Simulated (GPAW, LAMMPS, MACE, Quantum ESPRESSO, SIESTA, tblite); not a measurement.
# Site energies of a vacancy of S in amorphous Hg33S25Se8 (66 atoms) across programs

At which of several sites of amorphous Hg33S25Se8 (66 atoms) does a vacancy of S cost least, and do cheaper methods find the same site as plane waves?

The results are calculated values.

## Step 1: Set-up

The cell holds 66 atoms (33 Hg, 25 S and 8 Se), with edges of 12.03, 12.03 and 12.03 Å. Recipe: 66 atoms (33 Hg, 25 S, 8 Se) placed at random at 7.67 g/cm³, melted at 2500 K for 10 ps at fixed volume with the Stillinger-Weber II-VI potential (Zhou et al., Phys. Rev. B 88, 085309 (2013)). Quenched from 2500 K to 500 K at 1000 K/ps and fixed volume, held 5 ps, then minimised at fixed cell. Then the atoms were relaxed with MACE MPA-0 medium in the fixed cell.

## Step 2: The reference input

Quantum ESPRESSO 7.5: Kohn-Sham DFT, PBE, SSSP efficiency 1.3.0 pseudopotentials, plane waves. Its input, pw.in, for the unchanged cell:

```
&control
  calculation = 'scf'
  pseudo_dir = './pseudo'
  outdir = './tmp'
  disk_io = 'none'
  tprnfor = .true.
  tstress = .true.
/
&system
  ibrav = 0
  nat = 66
  ntyp = 3
  ecutwfc = 55
  ecutrho = 440
  nosym = .true.
  occupations = 'smearing'
  smearing = 'fd'
  degauss = 0.003675
/
&electrons
  conv_thr = 3.3e-07
  electron_maxstep = 100
  mixing_beta = 0.4
  mixing_mode = 'plain'
  diagonalization = 'david'
/
ATOMIC_SPECIES
Hg 200.592 Hg.upf
S 32.060 S.upf
Se 78.971 Se.upf
CELL_PARAMETERS angstrom
12.03400 0.00000 0.00000
0.00000 12.03400 0.00000
0.00000 0.00000 12.03400
ATOMIC_POSITIONS crystal
Hg 0.11043 0.49880 0.68630
Hg 0.96090 0.02976 0.96731
Hg 0.78413 0.68329 0.73163
Hg 0.10315 0.85276 0.20708
[... 60 atom lines left out ...]
Se 0.73326 0.27865 0.67651
Se 0.00168 0.72407 0.36388
K_POINTS gamma
```

```console
$ OMP_NUM_THREADS=1 mpirun -np 4 pw.x -in pw.in > output.txt
```

Elapsed: 7.5 min, on 4 MPI ranks of Arm Neoverse V2, shared host; peak memory 5.7 GiB.

It converged with an r.m.s. force component of 0.14 eV/Å and a pressure of 2.1 GPa.

## Step 3: The levels

The levels share the cells and solve them as single points, though not every level runs every cell. CPU time is summed over a level's finished runs, on a host shared with the other runs, so it is rough; the force column is the median over cells of the r.m.s. difference of force components from the reference.

| level | basis or training data | k-points | runs finished | CPU time | peak memory (GiB) | force difference (meV/Å) |
| --- | --- | --- | --- | --- | --- | --- |
| QE, PBE | plane waves, SSSP efficiency, 55/440 Ry | Γ | 6 of 6 | 3 h | 5.8 | reference |
| GPAW dzp, PBE | dzp orbitals, PAW, h 0.18 Å | Γ | 5 of 5 | 22 min | 2.6 | 132 |
| SIESTA DZP, PBE | DZP orbitals, shift 0.01 Ry, mesh 300 Ry | Γ | 5 of 5 | 9.3 min | 1.0 | 283 |
| tblite GFN1-xTB | tight binding with its own dispersion term | Γ | 5 of 5 | 9.6 s | 0.12 | 465 |
| MACE MP-0b2 small | trained on PBE(+U) plane-wave data | - | 6 of 6 | 35 s | 0.67 | 184 |
| MACE MPA-0 medium | trained on PBE(+U) plane-wave data | - | 6 of 6 | 41 s | 0.77 | 139 |

The reference's own r.m.s. force component runs from 122 to 152 meV/Å over these cells. MACE MPA-0 medium relaxed the atoms, so in the cells that it relaxed its forces are near zero and its entry mostly repeats the reference's forces.

## Step 4: The sites

Each changed cell was relaxed with MACE MPA-0 medium before the single points. Neighbours are the site's nearest atoms before the change.

```
site  nearest atoms  their mean distance (Å)  atoms within 6 Å  largest move on relaxing (Å)  longest force left in the reference (eV/Å)
 S41            SeS                     2.15                34                          1.16                                        0.52
 S45            HgS                     2.33                32                          1.95                                        0.52
 S52            Hg3                     2.58                34                          2.39                                        0.73
 S57            Hg3                     2.49                33                          1.16                                        0.75
 S50            Hg4                     2.60                33                          1.88                                        0.91
```

## Step 5: Site energies

All changed cells hold the same atoms, so within one level their energies compare with no chemical potential. Energies in eV, less that of S41, the reference's cheapest site; the last column is the largest deviation from the reference once each row's mean is taken off.

```
            level   S41    S45    S52   S57    S50  cheapest  largest deviation
          QE, PBE  0.00   0.05   0.76  0.82   1.57       S41                  -
    GPAW dzp, PBE  0.00  -0.05   0.82  0.83   1.84       S45               0.22
  SIESTA DZP, PBE  0.00   0.57   1.31  1.50   3.23       S41               0.98
  tblite GFN1-xTB  0.00   1.76  -0.08  3.24   6.04       S52               2.92
MACE MP-0b2 small  0.00  -0.34   0.76  0.96  -0.01       S45               1.21
MACE MPA-0 medium  0.00  -0.40   0.55  0.76   0.29       S45               0.88
```

## Step 6: Outcome

In the reference the cheapest site is S41 (SeS) and the dearest S50 (Hg4), 1.6 eV higher. 1 of the 5 other levels picks the same cheapest site; GPAW dzp, PBE picks S45, tblite GFN1-xTB picks S52, MACE MP-0b2 small picks S45 and MACE MPA-0 medium picks S45. The two cheapest sites lie only 0.048 eV apart in the reference, so their order is fragile.

GPAW dzp, PBE follows the reference most closely (0.22 eV at worst) and tblite GFN1-xTB least (2.92 eV). The other programs at PBE deviate by 0.98 eV at most, the learned potentials by 0.88 to 1.21 eV. The reference's gap of 0.80 eV in the unchanged cell becomes 0.85 eV (S41), 0.49 eV (S45), 0.94 eV (S52), 0.87 eV (S57) and partly filled levels or under 0.15 eV (S50).

Caveats: The geometries are those of MACE MPA-0 medium; forces of up to 0.91 eV/Å remain in the reference, so relaxing in DFT would lower the energies, by amounts that can differ from site to site and can change the order. For MACE MPA-0 medium alone these are relaxed energies. Defects interact with their periodic images. Atoms moved by over 1 Å in some relaxations, so part of the differences can come from the host's rearranging. The reference has no spin polarisation, so cut bonds at a vacancy can't carry moments. Only 5 of the 25 S sites are compared. Learned potentials know no electrons, so they can't tell charge or spin states of the defect. The quench rate of 1000 K/ps is many orders above laboratory rates, so the cell is likely richer in defects and strain than a real sample. The reference samples only Γ, in a cell whose shortest periodic width is 12 Å. Spin–orbit coupling is left out, which matters for the levels of the heavy elements. The reference isn't exact: its cutoffs and mesh weren't converged further here. SIESTA's automatically made basis is far from complete, and its potentials were converted by us (checked for H, C, O, Si, Ge and Ca alone). Where levels are smeared, the DFT runs use Fermi–Dirac occupations at 580 K (0.05 eV), and energies are free energies.

[Long decimals in the printed logs are rounded to 6 places.]

[Logs are printed without paths, hosts, clocks, repeated set-up lines and the standing remarks that a program may print on its own settings, such as how far it seeks lower states.]

[Hosts, paths, dates, database ids (printed as entryN), source tags and the programs' standing remarks are cut or masked in the printed files.]
